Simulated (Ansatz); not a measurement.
## MgH2 (P4_2/mnm): the host for defect calculations

Before any defect goes in: MgH2 (P4_2/mnm) at rest, and how it screens a charge.

Main program and level: Ansatz 0.2.0; plane-wave PAW DFT, PBEsol; relaxation of the host's cell and atoms, in the first sound run; inputs show where later runs differ.

Most raw output is cut from this account.

### 1. Set-up

It takes space group P4_2/mnm (No. 136, tetragonal). Conventional cell: a = 4.477 Å, b = 4.477 Å, c = 2.993 Å, α = 90.00°, β = 90.00°, γ = 90.00°. Nearest to Mg lie 6 H at 1.93 to 1.94 Å. Nearest to H lie 3 Mg at 1.93 to 1.94 Å. Farther neighbours are not listed.

### 2. Host cell relaxation

Cell and atoms are relaxed together, until forces and stress fall under their thresholds.

File cell/input.yaml:

```yaml
crystal:
  lattice:
    - [4.476694, 0.0, 0.0]
    - [0.0, 4.476694, 0.0]
    - [0.0, 0.0, 2.992537]
  atoms:
    - { symbol: Mg, position: [0.5, 0.5, 0.5] }
    - { symbol: Mg, position: [0.0, 0.0, 0.0] }
    - { symbol: H, position: [0.695572, 0.695572, 0.0] }
    - { symbol: H, position: [0.804428, 0.195572, 0.5] }
    - { symbol: H, position: [0.304428, 0.304428, 0.0] }
    - { symbol: H, position: [0.195572, 0.804428, 0.5] }
basis:
  ecutwfc: 420
  xc_grid: 2
hamiltonian:
  xc: pbesol
kpoints:
  mp_grid: { grid: [6, 6, 9] }
scf:
  occupations: { method: fixed }
  max_iter: 100
relax:
  f_tol: 0.005
  max_steps: 60
  cell: {}
output:
  forces: true
  stress: true
checkpoint:
  write: "../cell.run"
  compress: false
  write_wavefunctions: false
  write_every: 100000
```

Started as:

```console
$ ansatz run input.yaml --threads 8 --pin off --max-ram 13189MiB --backend cpu --events-out ev --progress --plain --runs-dir out
```

Elapsed: 2.4 s, on 8 threads of Arm Neoverse N1, shared host; peak memory 0.36 GiB.

Step by step:

| step | energy less that of the first step (eV) | largest force component (eV/Å) | pressure (GPa) | volume (Å³) |
| --- | --- | --- | --- | --- |
| 1 | 0.0000 | 0.0034 | 0.33 | 59.97 |
| 2 | -0.0004 | 0.0106 | -0.02 | 60.29 |
| 3 | -0.0004 | 0.0010 | -0.02 | 60.29 |
| 4* | -0.0007 | 0.0009 | -0.02 | 60.29 |

Relaxation steps marked * repeat the geometry before them on a plane-wave basis chosen anew for their cell, so energy and pressure can jump there.

Forces are held to the 16 operations that the run works with; a distortion that breaks them can't arise in this run.

| conventional cell, symmetrised | before | after | change |
| --- | --- | --- | --- |
| a (Å) | 4.477 | 4.477 | +0.0 % |
| b (Å) | 4.477 | 4.477 | +0.0 % |
| c (Å) | 2.993 | 3.008 | +0.5 % |
| volume (Å³/atom) | 10.00 | 10.05 | +0.5 % |

The relaxed structure:

```xyz
6
Lattice="4.4772 0.0000 0.0000 0.0000 4.4772 0.0000 0.0000 0.0000 3.0077" Properties=species:S:1:pos:R:3 pbc="T T T"
Mg    2.2386    2.2386    1.5039
Mg    0.0000    0.0000    0.0000
H     3.1141    3.1141    0.0000
H     3.6017    0.8755    1.5039
H     1.3631    1.3631    0.0000
H     0.8755    3.6017    1.5039
```

This step gave:

```yaml
pressure: -0.01711 GPa
```

### 3. Dielectric tensors of the host

The response to a uniform electric field gives the electronic dielectric tensor.

This step: plane-wave PAW DFPT, PBEsol; dielectric tensors, Born charges and zone-centre modes of the host (Ansatz 0.2.0).

File eps/input.yaml:

```yaml
crystal:
  lattice:
    - [4.4771851529, 0.0, 0.0]
    - [0.0, 4.4771851529, 0.0]
    - [0.0, 0.0, 3.0077406997]
  atoms:
    - { symbol: Mg, position: [0.5, 0.5, 0.5] }
    - { symbol: Mg, position: [0.0, 0.0, 0.0] }
    - { symbol: H, position: [0.6955437503, 0.6955437503, 0.0] }
    - { symbol: H, position: [0.8044562497, 0.1955437503, 0.5] }
    - { symbol: H, position: [0.3044562497, 0.3044562497, 0.0] }
    - { symbol: H, position: [0.1955437503, 0.8044562497, 0.5] }
basis:
  ecutwfc: 420
hamiltonian:
  xc: pbesol
kpoints:
  mp_grid: { grid: [6, 6, 8] }
scf:
  occupations: { method: fixed }
  max_iter: 100
phonons:
  method: dfpt
  dielectric: true
  rigid_motions: translations
```

The job ended after 27 s (8 threads; peak memory 0.84 GiB).

Electronic dielectric tensor:

```
4.16 0.00 0.00
0.00 4.16 0.00
0.00 0.00 4.21
```

Static dielectric tensor:

```
11.89  0.00  0.00
 0.00 11.89  0.00
 0.00  0.00  8.50
```

The principal values of the electronic dielectric tensor are 4.16, 4.16 and 4.21. The principal values of the static dielectric tensor are 8.50, 11.89 and 11.89.

### 4. Defect free supercell relaxed from its symmetric sites

This cell, the one that will hold the defects, is built from the relaxed host. Its coarser k-points can move the atoms a little, so it is relaxed from the symmetric sites, as the reference for the test of stability.

This step: plane-wave PAW DFT, PBEsol; relaxation of the defect-free supercell from its symmetric sites (Ansatz 0.2.0).

System of this step: MgH2 (P4_2/mnm). The cell holds 72 atoms: 24 Mg and 48 H. Cell: a = 8.954 Å, b = 8.954 Å, c = 9.023 Å, α = 90.0°, β = 90.0°, γ = 90.0°.

File pristine.symmetric/input.yaml:

```yaml
crystal:
  lattice:
    - [8.9543703058, 0.0, 0.0]
    - [0.0, 8.9543703058, 0.0]
    - [0.0, 0.0, 9.023222099]
  atoms:
    - { symbol: Mg, position: [0.25, 0.25, 0.1666666667] }
    - { symbol: Mg, position: [0.0, 0.0, 0.0] }
    - { symbol: H, position: [0.3477718752, 0.3477718752, 0.0] }
    - { symbol: H, position: [0.4022281248, 0.0977718752, 0.1666666667] }
    - { symbol: H, position: [0.1522281248, 0.1522281248, 0.0] }
    - { symbol: H, position: [0.0977718752, 0.4022281248, 0.1666666667] }
    - { symbol: Mg, position: [0.25, 0.25, 0.5] }
    - { symbol: Mg, position: [0.0, 0.0, 0.3333333333] }
[... 60 atom lines left out ...]
    - { symbol: H, position: [0.8477718752, 0.8477718752, 0.6666666667] }
    - { symbol: H, position: [0.9022281248, 0.5977718752, 0.8333333333] }
    - { symbol: H, position: [0.6522281248, 0.6522281248, 0.6666666667] }
    - { symbol: H, position: [0.5977718752, 0.9022281248, 0.8333333333] }
basis:
  ecutwfc: 420
  xc_grid: 2
hamiltonian:
  xc: pbesol
kpoints:
  mp_grid: { grid: [1, 1, 1], shift: [0.25, 0.25, 0.25] }
scf:
  occupations: { method: fermi_dirac, width: 0.01 }
  max_iter: 80
output:
  forces: true
relax:
  f_tol: 0.01
  max_steps: 60
  escape_saddle: false
checkpoint:
  write: "../pristine.symmetric.run"
  compress: false
  write_wavefunctions: false
  write_every: 100000
```

The job ended after 5.2 s (8 threads; peak memory 1.1 GiB; 34 s of CPU time).

Hardly anything moved in the relaxation; the energy changed by under 0.2 meV an atom.

### 5. Defect free supercell relaxed from displaced atoms

This step: plane-wave PAW DFT, PBEsol; relaxation of the defect-free supercell from random displacements, a test of the host's stability (Ansatz 0.2.0).

pristine.rattled/input.yaml, as its differences from pristine.symmetric/input.yaml of step 4:

```diff
@@ -92,6 +92,6 @@
   f_tol: 0.01
-  max_steps: 60
-  escape_saddle: false
+  max_steps: 120
+  random_displacement: { amplitude: 0.08, seed: 7384 }
 checkpoint:
-  write: "../pristine.symmetric.run"
+  write: "../pristine.rattled.run"
   compress: false
```

Wall time 20 s (8 threads); peak memory 1.1 GiB; 2.4 min of CPU time.

Relaxation path:

| step | energy less that of the first step (eV) | largest force component (eV/Å) |
| --- | --- | --- |
| 1 | 0.0000 | 0.7497 |
| 2 | -0.7113 | 0.4889 |
| 3 | -1.1643 | 0.0135 |
| 4 | -1.1643 | 0.0136 |
| 5 | -1.1652 | 0.0018 |

The relaxation ends 16 meV an atom lower than the displaced start, with a largest force component of 0.0018 eV/Å.

### 6. Results

* primitive cell vectors, lengths: 4.477, 4.477, 3.008 Å
* electronic dielectric constant: principal values (4.16, 4.16, 4.21)
* static dielectric constant: principal values (8.50, 11.89, 11.89)
* gap on the k-mesh of the response run (PBEsol): 3.57 eV
* supercell relaxed in its symmetry less the displaced and relaxed one: 0.000 eV

What this shows: Step 5: The energy fell by 1.165 eV from the randomly displaced start; the atoms end within 0.005 Å of the sites as typed, once the mean shift is taken out. The displaced cell ends within 0.01 eV of the symmetric one relaxed in its symmetry, so no lower structure shows in this supercell. The k-mesh can miss the band edges, so this gap is an upper bound at this level. All at zero temperature.

[Logs are printed without paths, hosts, clocks, repeated set-up lines and the standing remarks that a program may print on its own settings, such as how far it seeks lower states.]

[Hosts, paths, dates, database ids (printed as entryN), source tags and the programs' standing remarks are cut or masked in the printed files.]

[Runs of the host that timed out are not shown.]

[For some hosts the program warned that the k-mesh of the response run may be too coarse for force constants and the static dielectric constant; such warnings are not always shown.]
